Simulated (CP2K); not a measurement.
The C K edge of chloroethane was computed by TDDFT (CP2K XAS_TDP, aug-pc-1, TDA) at these levels: PBEh(45%), PBEh(45%) + GW2X and PBEh(60%). The first three lines of C1 (bonded to C and 3 H) with a strength over 0.0015, energy in eV and strength:

```
run           first          second           third
  1  289.69 (0.008)  290.37 (0.008)  290.56 (0.013)
  2  283.53 (0.008)  284.21 (0.008)  284.40 (0.013)
  3  288.25 (0.013)  288.86 (0.034)  289.07 (0.036)
```

Which run is which?

Run 1: PBEh(45%) + GW2X (45 % exact exchange). Run 2: PBEh(45%) (45 % exact exchange). Run 3: PBEh(60%) (60 % exact exchange). Self-interaction lifts the core level, so the uncorrected lines rise with the share of exact exchange. The GW2X run keeps the spacings of its parent: 0.68 eV between the first two lines in run 1, 0.68 eV in run 2. Its shift is +6.16 eV, since the Kohn–Sham level at this share of exchange lies that far above the quasiparticle level.

[Banner, clock and machine lines of the logs are left out without a mark of their own.]

[Logs are printed without paths, hosts, clocks, repeated set-up lines and the standing remarks that a program may print on its own settings, such as how far it seeks lower states.]

[Hosts, paths, dates, database ids (printed as entryN), source tags and the programs' standing remarks are cut or masked in the printed files.]
